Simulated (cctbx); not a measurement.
**Nd2BiSbS4Br4 across an absorption edge**

Space group P2_1/c (no. 14), a = 8.6760 Å, b = 9.3150 Å, c = 17.2560 Å, α = 90.00°, β = 104.80°, γ = 90.00°.

```csv
atom,mult.,x,y,z,Ueq (Å²)
Bi1,4,0.2684,0.3483,0.0506,0.0064
Nd1,4,0.8798,0.6380,0.2564,0.0086
Nd2,4,0.3889,0.6384,0.2610,0.0033
Sb1,4,0.7297,0.4518,0.4502,0.0043
Br1,4,0.0822,0.6316,0.1338,0.0039
Br2,4,0.1601,0.8214,0.3347,0.0045
Br3,4,0.8353,0.9435,0.1577,0.0055
Br4,4,0.5493,0.6321,0.1263,0.0056
S1,4,0.4798,0.1559,0.0510,0.0068
S2,4,0.6643,0.4351,0.3098,0.0076
S3,4,0.3400,0.3437,0.1987,0.0065
S4,4,0.0783,0.1478,0.0536,0.0090
```

The model was made for the exercise: a known structure type with other elements put in, its volume estimated, not relaxed; displacement parameters are assumed.

Calculated with cctbx: free-atom f′ and f″ from the Sasaki tables, no fine structure; amplitudes in electrons.

```
E (eV)  F 1 1 0  F 2 0 0  F 1 1 1  F 0 1 1
  5608    168.4    327.2     46.2     11.2
  5958    167.8    331.0     45.3     12.7
  6088    167.4    333.0     45.3     12.8
  6148    167.2    334.6     45.4     12.6
  6178    167.0    336.1     45.6     12.4
  6193    166.8    337.5     45.9     12.0
  6200    166.6    338.8     46.1     11.7
  6204    166.4    340.1     46.3     11.3
  6212    166.6    339.0     46.4     12.1
  6216    166.7    337.5     46.1     12.5
  6223    166.9    336.2     45.8     12.9
  6238    167.1    334.8     45.5     13.3
  6268    167.2    333.5     45.1     13.8
  6358    167.3    332.0     44.6     14.6
  6608    167.1    331.7     43.9     15.5
```

**Question.** Which edge is crossed, and why do the reflections move as they do?

The L3 edge of Nd. The edge is at 6208 eV. f′ of Nd falls from -11.8 e at 6088 eV to -19.3 e at 4 eV below it, and f″ steps from 3.56 to 10.63 e across it. Over that approach |F| changes by -1 % (1 1 0), +2 % (2 0 0), +2 % (1 1 1) and -12 % (0 1 1): a reflection falls where Nd scatters in phase with the total and rises where it scatters against it; it hardly moves where the Nd term is small or cancels by symmetry. Above the edge the larger f″ enters the imaginary part, where it can add to or cancel the other atoms' f″. The structure is centrosymmetric, so Friedel mates stay equal.

[Logs are printed without paths, hosts, clocks, repeated set-up lines and the standing remarks that a program may print on its own settings, such as how far it seeks lower states.]
